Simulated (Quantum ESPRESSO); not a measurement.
# CsMgF3 (Pm-3m): zone-centre phonons, part 3 of 3

Which modes does CsMgF3 (Pm-3m) have at the zone centre?

Quantum ESPRESSO 7.5; DFT LDA, scalar-relativistic, plane waves, PseudoDojo norm-conserving pseudopotentials.

So far. Step 5 (Zone-centre response): The acoustic modes at Γ come out as far as 5.8 cm⁻¹ from zero, where they should vanish, a small numerical error; the Born charges miss their sum rule by 4.0e-4 e, which is good. Step 6 (Zone-centre analysis): The rule moves no optical mode by more than 0.3 cm⁻¹. The relaxed cell has a = 4.103 Å (conventional setting).

## Step 7: Sum rules set otherwise: a sum rule for molecules or wires on a crystal

This rule also removes rotations, which suits wires and not a crystal; it is tried to see the harm.

dynmat.in reads:

```
 &input
    fildyn='g.dyn',
    asr='one-dim',
    fileig='dynmat.eig',
    lperm=.true.,
 /
```

The run is started by

```bash
dynmat.x -in dynmat.in > dynmat.out
```

Log:

```text
[banner, memory and clock lines left out]
Program DYNMAT v.7.5

     Reading Dynamical Matrix from file g.dyn
     ...Force constants read
     ...epsilon and Z* read
asr rotation axis in 1D system=    3
     Acoustic Sum Rule: || Z*(ASR) - Z*(orig)|| =    2.312246E-01
     Acoustic Sum Rule: ||dyn(ASR) - dyn(orig)||=    9.956333E-02
     A direction for q was not specified:TO-LO splitting will be absent

     Polarizability (A^3 units)
     multiply by 0.656302 for Clausius-Mossotti correction
         8.635870    0.000000    0.000000
         0.000000    8.635870    0.000000
         0.000000    0.000000    8.635870

     IR activities are in (D/A)^2/amu units

# mode   [cm-1]    [THz]      IR
    1     -0.00   -0.0000    0.0000
    2      0.00    0.0000    0.0000
    3      0.00    0.0000    0.0000
    4      0.00    0.0000    0.0000
    5    160.78    4.8200    0.7297
    6    160.78    4.8200    0.7297
    7    207.23    6.2127    1.0810
    8    226.71    6.7966    0.0000
    9    226.71    6.7966    0.0000
   10    268.77    8.0574    6.6465
   11    276.24    8.2815    6.9379
   12    276.24    8.2815    6.9379
   13    338.21   10.1392    2.4783
   14    338.21   10.1392    2.4783
   15    338.31   10.1422    2.6237

Electronic dielectric permittivity tensor (relative, adimensional)
         2.571065    0.000000    0.000000
         0.000000    2.571065    0.000000
         0.000000    0.000000    2.571065

 ... with zone-center polar mode contributions
         6.908015    0.010892   -0.000000
         0.010892    6.908015   -0.000000
        -0.000000   -0.000000    6.918907

[end of the log left out, with the tail of the file of modes that dynmat.x writes under the same name]
```

Wall time 0.64 s (1 thread of Intel Xeon at 2.70GHz, shared host).

The program raised no error, yet the settings are not those of a careful run.

The fault: a sum rule for molecules or wires on a crystal; 1 optical mode is projected out to zero frequency, as if it were a rotation.

For a crystal the rule has to be 'simple' or 'crystal'.

Zone-centre frequencies as printed; negative means imaginary. Modes:

| mode | frequency (cm⁻¹) |
| --- | --- |
| 1 | 0 |
| 2 | 0 |
| 3 | 0 |
| 4 | 0 |
| 5 | 160.8 |
| 6 | 160.8 |
| 7 | 207.2 |
| 8 | 226.7 |
| 9 | 226.7 |
| 10 | 268.8 |
| 11 | 276.2 |
| 12 | 276.2 |
| 13 | 338.2 |
| 14 | 338.2 |
| 15 | 338.3 |

## Step 8: Sum rules set otherwise (asr crystal)

The rule can be imposed in more than one way; the choices should agree where the raw error is small.

dynmat.in reads:

```
 &input
    fildyn='g.dyn',
    asr='crystal',
    fileig='dynmat.eig',
    lperm=.true.,
 /
```

The run is started by

```bash
dynmat.x -in dynmat.in > dynmat.out
```

Log:

```text
[banner, memory and clock lines left out]
Program DYNMAT v.7.5

     Reading Dynamical Matrix from file g.dyn
     ...Force constants read
     ...epsilon and Z* read
     Acoustic Sum Rule: || Z*(ASR) - Z*(orig)|| =    3.124779E-04
     Acoustic Sum Rule: ||dyn(ASR) - dyn(orig)||=    5.814443E-04
     A direction for q was not specified:TO-LO splitting will be absent

     Polarizability (A^3 units)
     multiply by 0.656302 for Clausius-Mossotti correction
         8.635870    0.000000    0.000000
         0.000000    8.635870    0.000000
         0.000000    0.000000    8.635870

     IR activities are in (D/A)^2/amu units

# mode   [cm-1]    [THz]      IR
    1      0.00    0.0000    0.0000
    2      0.00    0.0000    0.0000
    3      0.00    0.0000    0.0000
    4    160.78    4.8200    0.7297
    5    160.78    4.8200    0.7297
    6    160.78    4.8200    0.7297
    7    226.71    6.7966    0.0000
    8    226.71    6.7966    0.0000
    9    226.71    6.7966    0.0000
   10    276.24    8.2815    6.9379
   11    276.24    8.2815    6.9379
   12    276.24    8.2815    6.9379
   13    338.21   10.1392    2.4783
   14    338.21   10.1392    2.4783
   15    338.21   10.1392    2.4783

Electronic dielectric permittivity tensor (relative, adimensional)
         2.571065    0.000000    0.000000
         0.000000    2.571065    0.000000
         0.000000    0.000000    2.571065

 ... with zone-center polar mode contributions
         6.918907   -0.000000    0.000000
        -0.000000    6.918907   -0.000000
        -0.000000   -0.000000    6.918907

[end of the log left out, with the tail of the file of modes that dynmat.x writes under the same name]
```

It took 0.66 s on 1 thread.

Read from the output:

* highest optical zone-centre mode (no LO-TO term): 338.2 cm⁻¹
* lowest optical zone-centre mode: 160.8 cm⁻¹
* mean static dielectric constant: 6.919

Zone-centre frequencies as printed; negative means imaginary. Modes:

| mode | frequency (cm⁻¹) |
| --- | --- |
| 1 | 0 |
| 2 | 0 |
| 3 | 0 |
| 4 | 160.8 |
| 5 | 160.8 |
| 6 | 160.8 |
| 7 | 226.7 |
| 8 | 226.7 |
| 9 | 226.7 |
| 10 | 276.2 |
| 11 | 276.2 |
| 12 | 276.2 |
| 13 | 338.2 |
| 14 | 338.2 |
| 15 | 338.2 |

Against the first rule no mode moves by more than 0.3 cm⁻¹.

## Step 9: The LO-TO splitting (1 0 0)

A longitudinal polar mode sets up a macroscopic field that stiffens it; the term hangs on the direction from which q goes to zero.

dynmat.in reads:

```
 &input
    fildyn='g.dyn',
    asr='simple',
    fileig='dynmat.eig',
    q(1)=1.0,
    q(2)=0.0,
    q(3)=0.0,
 /
```

The run is started by

```bash
dynmat.x -in dynmat.in > dynmat.out
```

Log:

```text
[banner, memory and clock lines left out]
Program DYNMAT v.7.5

     Reading Dynamical Matrix from file g.dyn
     ...Force constants read
     ...epsilon and Z* read

     Polarizability (A^3 units)
     multiply by 0.656302 for Clausius-Mossotti correction
         8.635870    0.000000    0.000000
         0.000000    8.635870    0.000000
         0.000000    0.000000    8.635870

     IR activities are in (D/A)^2/amu units

# mode   [cm-1]    [THz]      IR
    1     -0.00   -0.0000    0.0000
    2      0.00    0.0000    0.0000
    3      0.00    0.0000    0.0000
    4    160.74    4.8190    0.7255
    5    160.74    4.8190    0.7255
    6    169.25    5.0739    0.0726
    7    226.72    6.7970    0.0000
    8    226.72    6.7970    0.0000
    9    226.72    6.7970    0.0000
   10    275.96    8.2730    6.9653
   11    275.96    8.2730    6.9653
   12    319.16    9.5681    0.2616
   13    338.10   10.1360    2.4551
   14    338.10   10.1360    2.4551
   15    455.68   13.6609    9.8117

[end of the log left out, with the tail of the file of modes that dynmat.x writes under the same name]
```

It took 0.67 s on 1 thread.

Numbers from this step:

| Item | Value |
| --- | --- |
| highest mode moved by the LO-TO term | 455.7 cm⁻¹ |

Zone-centre frequencies as printed; negative means imaginary. Modes:

| mode | frequency (cm⁻¹) |
| --- | --- |
| 1 | 0 |
| 2 | 0 |
| 3 | 0 |
| 4 | 160.7 |
| 5 | 160.7 |
| 6 | 169.2 |
| 7 | 226.7 |
| 8 | 226.7 |
| 9 | 226.7 |
| 10 | 276 |
| 11 | 276 |
| 12 | 319.2 |
| 13 | 338.1 |
| 14 | 338.1 |
| 15 | 455.7 |

The field moves 3 modes; the highest of them now lies at 456 cm⁻¹, where the highest that moved away lay at 338.

## Step 10: What came out

| Item | Value |
| --- | --- |
| space group after relaxation | Pm-3m |
| volume per atom | 13.8 Å³ |
| gap on the k-mesh | 7.12 eV |
| highest optical zone-centre mode (no LO-TO term) | 338.1 cm⁻¹ |
| lowest optical zone-centre mode | 160.7 cm⁻¹ |
| highest mode moved by the LO-TO term | 455.7 cm⁻¹ |
| mean high-frequency dielectric constant | 2.57 |
| largest Born charge in size (third of the trace) | 2.16 e |
| mean static dielectric constant | 6.93 |
| imaginary optical modes at the zone centre (no q mesh in this session) | none |

What this shows: At the LDA level the optical modes of CsMgF3 (Pm-3m) at the zone centre (no LO-TO term) run from 161 to 338 cm⁻¹. Along the directions run, the highest mode that the macroscopic field moves lies at 456 cm⁻¹. Lattice motion raises the mean dielectric constant from 2.571 to 6.925. Of the 12 optical modes, 9 are infrared active alone and 3 are silent. These are harmonic frequencies at zero temperature: anharmonic shifts and linewidths and thermal expansion are left out. Spin-orbit coupling is left out, which can matter for the heavy elements here. The structure comes from a database and need not be the phase that is stable at ambient conditions.

[Host names and launcher messages were left out of these logs when they were recorded.]

[Logs are printed without paths, hosts, clocks, repeated set-up lines and the standing remarks that a program may print on its own settings, such as how far it seeks lower states.]

[Hosts, paths, dates, database ids (printed as entryN), source tags and the programs' standing remarks are cut or masked in the printed files.]
